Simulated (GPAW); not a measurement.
# How the form of the self-energy moves the gap of PtSe2 (1T monolayer)

Aim: compare treatments of exchange, screening and correlation for the gap of PtSe2 (1T monolayer).

Calculated with GPAW 26.7.0; LDA and many-body steps on it, plane waves.

**The experiments to reproduce.**

- Gap 1.9 ± 0.05 eV: quasiparticle gap from STS, domains aligned with graphene; scanning tunneling spectroscopy; 8.5 K; monolayer (MBE-grown monolayer on epitaxial bilayer graphene, twist angle near 0 deg) on bilayer graphene on SiC(0001) (“Angular dependence of the interlayer coupling at the interface between two dimensional materials 1T-PtSe2 and graphene”, 2023, arxiv:2311.08165).

- Gap 2 ± 0.1 eV: quasiparticle gap of the first layer from STS; scanning tunnelling spectroscopy; 77 K; monolayer (MBE-grown first layer on HOPG) on HOPG (“Precise Layer-Dependent Electronic Structure of MBE-Grown PtSe2”, 2021, arxiv:2105.03334).

- Gap 1.95 ± 0.05 eV: quasiparticle gap of 1 ML from STS, average over islands; scanning tunnelling spectroscopy; monolayer (MBE-grown monolayer islands on bilayer graphene) on bilayer graphene on SiC(0001) (“Atomic-layer controlled THz Spintronic emission from Epitaxially grown Two dimensional PtSe2/ferromagnet heterostructures”, 2023, arxiv:2305.06895).

### Step 1. Starting point

The cell holds 3 atoms: 1 Pt and 2 Se. Cell: a = 3.669 Å, b = 3.669 Å, c = 14.100 Å, α = 90.0°, β = 90.0°, γ = 120.0°. Vacuum lies along c.

Coordinates:

```xyz
3
Lattice="3.6686 0.0000 0.0000 -1.8343 3.1771 0.0000 0.0000 0.0000 14.1000" Properties=species:S:1:pos:R:3
Pt    0.0000    0.0000    7.0500
Se    0.0000    2.1181    8.3416
Se    1.8343    1.0590    5.7584
```

The structure was relaxed with LDA. The runs that relaxed it are not among those shown. Spin-orbit coupling is left out unless a step names it.

### Step 2. Empty states on the mesh, 9×9×1 mesh, 383 bands

This step: GPAW 26.7.0; DFT, LDA, plane waves, PAW.

The sums over transitions need many empty states on a uniform mesh; this step solves for them.

The input, run.py:

```python
import json
import numpy as np
from gpaw.mpi import world
from gpaw import GPAW

calc = GPAW('gs.gpw').fixed_density(kpts={'size': (9, 9, 1), 'gamma': True},
    parallel={'domain': 1, 'band': 1},
    txt='nscf.txt')
calc.diagonalize_full_hamiltonian(nbands=383)
calc.write('full.gpw', mode='all')
res = {}
kpts = calc.get_ibz_k_points()
res['kpts'] = kpts
res['eigenvalues'] = [calc.get_eigenvalues(kpt=k) for k in range(len(kpts))]
res['n_electrons'] = calc.get_number_of_electrons()

if world.rank == 0:
    with open('result.json', 'w') as f:
        json.dump(res, f, default=lambda x: x.tolist())
```

The run is started by

```console
$ mpirun -n 12 gpaw python run.py
```

Numbers of over 12 decimals in the logs are rounded to 6 here.

Output:

```text
Diagonalizing LCAO Hamiltonian
Converting LCAO to pw mode
convergence criteria:
- Maximum integral of absolute [eigenst]ate change: 4e-08 eV^2 / valence electron
maximum number of iterations: 100

SCF iterations
|iter     |     time |      energy | eigst |  dens |
|iter:   1|  |             | +0.64 |       |
|iter:   2|  |             | -0.47 |       |
|iter:   3|  |             | -1.67 |       |
[...]
|iter:  10|  |             | -6.92 |       |
|iter:  11|  |             | -7.39 |       |
|iter:  12|  |             | -7.71c|       |
SCF steps: 12
  __  _  _
 | _ |_)|_||  |
 |__||  | ||/\| - 26.7.0

Input parameters:
  mode=PW(ecut=450.000000),
  convergence={'density': 1e-06, 'bands': -3},
  gpts=array([18, 18, 70]),
  kpts=MonkhorstPack(size=(9, 9, 1), gamma=True),
  maxiter=100,
  nbands=21,
  occupations=Occupations(name='fermi-dirac', width=0.001, fixmagmom=False),
  parallel={'domain': 1, 'band': 1},
  xc=XC(name='LDA')
Matrix size: 3553x3553
# Writing to full.gpw (mode='all')
  [... matrices ...]

timing:  # [seconds]
  Total: 51.649  # ━━━━━━━━━━━━━━━━━━━━━━━━━━━━━━━━━━━━━━━━━━━━━━━━━━━━━━━━━━
```

The job ended after 56 s (12 MPI ranks of Arm Neoverse V2, shared host; peak memory 12 GiB; 9.8 min of CPU time).

This step gave:

| Quantity | Value |
| --- | --- |
| gap | 1.346 eV |
| k of the valence top | 0, 0, 0 |
| k of the conduction bottom | 0.2222, 0, 0 |
| least direct gap | 1.547 eV |
| k points computed | 12 |
| lowest point of the top converged band, above the valence top | 97.5125 eV |

On this mesh the gap is 1.346 eV.

### Step 3. One-shot HSE06

This step: one-shot HSE06 levels on LDA orbitals, plane waves, PAW.

The input, run.py:

```python
import json
import numpy as np
from gpaw.mpi import world
from gpaw.hybrids.eigenvalues import non_self_consistent_eigenvalues

dft, vxc, vxc_hyb = non_self_consistent_eigenvalues('full.gpw', 'HSE06', 12, 16, kpt_indices=[0, 3])
res = {'dft': dft[0], 'hybrid': (dft - vxc + vxc_hyb)[0]}
if world.rank == 0:
    with open('hybrid.txt', 'w') as f:
        for k, e0, e1 in zip([0, 3], res['dft'], res['hybrid']):
            print(k, ' '.join(f'{x:9.4f}' for x in e0), '|', ' '.join(f'{x:9.4f}' for x in e1), file=f)

if world.rank == 0:
    with open('result.json', 'w') as f:
        json.dump(res, f, default=lambda x: x.tolist())
```

The run is started by

```console
$ mpirun -n 16 gpaw python run.py
```

Output:

```text
IBZ(<points: 12, symmetries: 12>)
Occupied bands: 14
Transforming wave functions from IBZ to BZ: 0.036 seconds
Distributing wave functions and iFFT-ing to real space: 0.139 seconds
Calculating eigenvalues:
  k-points: 2
  Bands: 12-15 (inclusive)
  Seconds: 0.411 (wave-function broadcasting: 0.010 seconds)
HSE06-eigenvalue shifts:
  min: -0.245 eV
  ave: 0.198 eV
  max: 0.571 eV
```

Elapsed: 3.1 s, on 16 MPI ranks; peak memory 2.4 GiB; 42 s of CPU time.

Numbers from this step:

```yaml
starting_gap_on_the_mesh: 1.346 eV
hybrid_gap_on_the_mesh: 1.897 eV
least_direct_hybrid_gap_on_the_computed_points: 2.184 eV
```

### Step 4. GLLB-SC, self-consistent

This step: DFT, GLLB-SC with its derivative discontinuity, plane waves, PAW.

The input, run.py:

```python
import json
import numpy as np
from gpaw.mpi import world
from ase import Atoms
from gpaw import GPAW, PW, FermiDirac

atoms = Atoms(['Pt', 'Se', 'Se'],
    cell=[[3.6686125682, 0.0000000000, 0.0000000000],
      [-1.8343062841, 3.1771116807, 0.0000000000],
      [0.0000000000, 0.0000000000, 14.1000000000]],
    scaled_positions=[[0.0000000000, 0.0000000000, 0.5000000000],
      [0.3333333333, 0.6666666667, 0.5916053914],
      [0.6666666667, 0.3333333333, 0.4083946086]],
    pbc=(True, True, False))
calc = GPAW(mode=PW(450),
    xc='GLLBSC',
    kpts={'size': (9, 9, 1), 'gamma': True},
    occupations=FermiDirac(0.001),
    nbands=-7,
    convergence={'bands': -3},
    maxiter=120,
    txt='gllbsc.txt')
atoms.calc = calc
atoms.get_potential_energy()
homo, lumo = calc.get_homo_lumo()
response = calc.hamiltonian.xc.response
dxc_pot = response.calculate_discontinuity_potential(homo, lumo)
ks_gap, dxc = response.calculate_discontinuity(dxc_pot)
res = {'ks_gap': ks_gap, 'dxc': dxc}

if world.rank == 0:
    with open('result.json', 'w') as f:
        json.dump(res, f, default=lambda x: x.tolist())
```

The run is started by

```console
$ mpirun -n 16 gpaw python run.py
```

Output:

```text
[banner, memory and clock lines left out]
___ ___ ___ _ _ _
 |   |   |_  | | | |
 | | | | | . | | | |
 |__ |  _|___|_____|  26.7.0
 |___|_|

Input parameters:
  convergence: {bands: -3}
  kpts: {gamma: True,
         size: (9, 9, 1)}
  maxiter: 120
  mode: {ecut: 450.000000,
         name: pw}
  nbands: -7
  occupations: {fixmagmom: False,
                name: fermi-dirac,
                width: 0.001}
  xc: GLLBSC

System changes: positions, numbers, cell, pbc, initial_charges, initial_magmoms

Initialize ...

species:
  Pt:
    name:    Platinum
    Z:       78.0
    valence: 16
    core:    62
    charge:  0.0  # [|e|]
    compensation charges:
      type: gauss
      rc: 0.41  # [Å]
      lmax: 2
    cutoffs:
      filter: 2.26  # [Å]
      core: 2.26  # [Å]
    projectors
    | kind |    occ | energy [eV] | rcut [Å] |
    |   6s |  1.000 |      -8.677 |    1.307 |
    |   5p |  6.000 |     -58.996 |    1.371 |
    |   6p |  0.000 |      -2.754 |    1.371 |
    |   5d |  9.000 |      -9.406 |    1.307 |
    |    s |        |      18.535 |    1.307 |
    |    d |        |      17.806 |    1.307 |

    Using partial waves for Pt as LCAO basis

  Se:
    name:    Selenium
    Z:       34.0
    valence: 6
    core:    28
    charge:  0.0  # [|e|]
    compensation charges:
      type: gauss
      rc: 0.27  # [Å]
      lmax: 2
    cutoffs:
      filter: 1.77  # [Å]
      core: 2.61  # [Å]
    projectors
    | kind |    occ | energy [eV] | rcut [Å] |
    |   4s |  2.000 |     -19.929 |    0.847 |
    |   4p |  4.000 |      -9.440 |    1.005 |
    |    s |        |       7.282 |    0.847 |
    |    p |        |      17.771 |    1.005 |
    |    d |        |       0.000 |    0.847 |

    Using partial waves for Se as LCAO basis

Reference energy: -632353.981557  # eV

Spin-paired calculation

Convergence criteria:
 Maximum [total energy] change in last 3 cyles: 0.0005 eV / valence electron
 Maximum integral of absolute [dens]ity change: 0.0001 electrons / valence electron
 Maximum integral of absolute [eigenst]ate change: 4e-08 eV^2 / valence electron
 Maximum number of scf [iter]ations: 120
 (Square brackets indicate name in SCF output, whereas a 'c' in
 the SCF output indicates the quantity has converged.)
  [... matrices ...]
Symmetries present (total): 12

  [... matrices ...]
81 k-points: 9 x 9 x 1 Monkhorst-Pack grid
12 k-points in the irreducible part of the Brillouin zone
       k-points in crystal coordinates                weights
   0:     0.00000000    0.00000000    0.00000000          1/81
   1:     0.11111111    0.00000000    0.00000000          6/81
   2:     0.22222222   -0.11111111    0.00000000          6/81
   3:     0.22222222    0.00000000    0.00000000          6/81
   4:     0.33333333   -0.11111111    0.00000000         12/81
   5:     0.33333333    0.00000000    0.00000000          6/81
   6:     0.33333333    0.33333333    0.00000000          2/81
   7:     0.44444444   -0.22222222    0.00000000          6/81
   8:     0.44444444   -0.11111111    0.00000000         12/81
   9:     0.44444444    0.00000000    0.00000000          6/81
          ...
  11:     0.44444444    0.44444444    0.00000000          6/81

Wave functions: Plane wave expansion
  Cutoff energy: 450.000 eV
  Number of coefficients (min, max): 3486, 3581
  Pulay-stress correction: 0.000000 eV/Ang^3 (de/decut=0.000000)
  Using FFTW library
  Wavefunction extrapolation:
    Improved wavefunction reuse through dual PAW basis

Occupation numbers: Fermi-Dirac:
  width: 0.0010  # eV

Eigensolver
   Davidson(niter=2)

Densities:
  Coarse grid: 18*18*70 grid
  Fine grid: 36*36*140 grid
  Total Charge: 0.000000

Density mixing:
  Method: separate
  Backend: msr1
  Linear mixing parameter: 0.05
  old densities: 10
  Width of damping distribution: 1.1
  Damping of long wavelength oscillations: 20

Hamiltonian:
  XC and Coulomb potentials evaluated on a 36*36*140 grid
  Using the GLLBSC Exchange-Correlation functional
  External potential:
    NoExternalPotential

XC parameters: GLLBSC functional being used consists of
  | Weight | Module     | Description                                   |
  |  1.000 | SCREENING  | GGA_X_PBE_SOL with 2 nearest neighbor stencil |
  |  1.000 | RESPONSE   | eps=0.0500 eV                                 |
  |  1.000 | XC         | GGA_C_PBE_SOL with 2 nearest neighbor stencil |

Memory estimate:

Total number of cores used: 16
Parallelization over k-points: 4
Domain decomposition: 1 x 1 x 4

Number of atoms: 3
Number of atomic orbitals: 20
Number of bands in calculation: 21
Number of valence electrons: 28
Bands to converge: 18

... initialized

Initializing position-dependent things.

Density initialized from atomic densities
Creating initial wave functions:
  20 bands from LCAO basis set
  1 band from random numbers

        Se

       Pt
            Se

Atomic positions and initial magnetic moments

Positions:
   0 Pt     0.000000    0.000000    7.050000    ( 0.0000,  0.0000,  0.0000)
   1 Se    -0.000000    2.118074    8.341636    ( 0.0000,  0.0000,  0.0000)
   2 Se     1.834306    1.059037    5.758364    ( 0.0000,  0.0000,  0.0000)
  [... matrices ...]
Unit cell:
           periodic     x           y           z      points  spacing
  1. axis:    yes    3.668613    0.000000    0.000000    18     0.1765
  2. axis:    yes   -1.834306    3.177112    0.000000    18     0.1765
  3. axis:    no     0.000000    0.000000   14.100000    70     0.2014

  Lengths:   3.668613   3.668613  14.100000
  Angles:   90.000000  90.000000 120.000000

Effective grid spacing dv^(1/3) = 0.1935

iter:   1    -17.547825   +0.61
iter:   2    -17.382465   -0.44  -1.30
iter:   3    -16.476726   -1.15  -1.31
iter:   4    -16.021200   -1.45  -1.61
iter:   5    -15.925008   -1.89  -1.60
iter:   6    -15.929970   -2.38  -1.82
iter:   7    -15.965287   -2.67  -2.06
iter:   8    -16.005903   -2.91  -2.26
iter:   9    -15.999858   -3.53  -2.91
iter:  10    -16.000539c  -3.88  -3.54
iter:  11    -15.997235c  -4.18  -3.77
iter:  12    -15.997608c  -4.49  -3.85
iter:  13    -15.997775c  -4.79  -4.45c
iter:  14    -15.997494c  -5.07  -4.92c
iter:  15    -15.997592c  -5.37  -4.85c
iter:  16    -15.997554c  -5.67  -5.50c
iter:  17    -15.997506c  -5.96  -5.83c
iter:  18    -15.997554c  -6.25  -5.78c
iter:  19    -15.997549c  -6.53  -6.00c
iter:  20    -15.997546c  -6.84  -6.32c
iter:  21    -15.997538c  -7.13  -6.35c
iter:  22    -15.997542c  -7.41c -6.51c

Converged after 22 iterations.

Dipole moment: (-0.000000, 0.000000, -0.000000) |e|*Ang

Energy contributions relative to reference atoms: (reference = -632353.981557)
  [... matrices ...]
Kinetic:        +76.194813
Potential:      -74.587992
External:        +0.000000
XC:             -17.487627
Entropy (-ST):   -0.000000
Local:           -0.116736
SIC:             +0.000000
Free energy:    -15.997542
Extrapolated:   -15.997542

GLLBSC response reference energy: -1.98104 eV (from HOMO)
  [... matrices ...]
Showing only first 2 kpts
 Kpt  Band  Eigenvalues  Occupancy
  0    12     -1.98105    2.00000
  0    13     -1.98104    2.00000
  0    14      1.07924    0.00000
  0    15      1.07930    0.00000

  1    12     -2.16848    2.00000
  1    13     -2.01678    2.00000
  1    14      0.26935    0.00000
  1    15      0.88531    0.00000

Fermi level: -1.50949

Gap: 1.422 eV
Transition (v -> c):
  (s=0, k=0, n=13, [0.00, 0.00, 0.00]) -> (s=0, k=3, n=14, [0.22, 0.00, 0.00])
Direct/indirect transitions are different
Direct gap: 1.695 eV
Transition at: (s=0, k=3, n=13, [0.22, 0.00, 0.00])
  [... matrices ...]
```

Wall time 6.7 s (16 MPI ranks); peak memory 2.4 GiB.

This step gave:

| Item | Value |
| --- | --- |
| starting gap on the mesh | 1.422 eV |
| derivative discontinuity | 0.5750 eV |
| quasiparticle gap on the mesh | 1.997 eV |

(Part 1 of 2 ends here.)

[Paths, hosts, dates, memory and timing lines, banners, echoed tables and standing remarks are left out of the program output.]

[Logs are printed without paths, hosts, clocks, repeated set-up lines and the standing remarks that a program may print on its own settings, such as how far it seeks lower states.]

[Runs of the session that timed out or met a known fault of the program may be left out.]

[Hosts, paths, dates, database ids (printed as entryN), source tags and the programs' standing remarks are cut or masked in the printed files.]
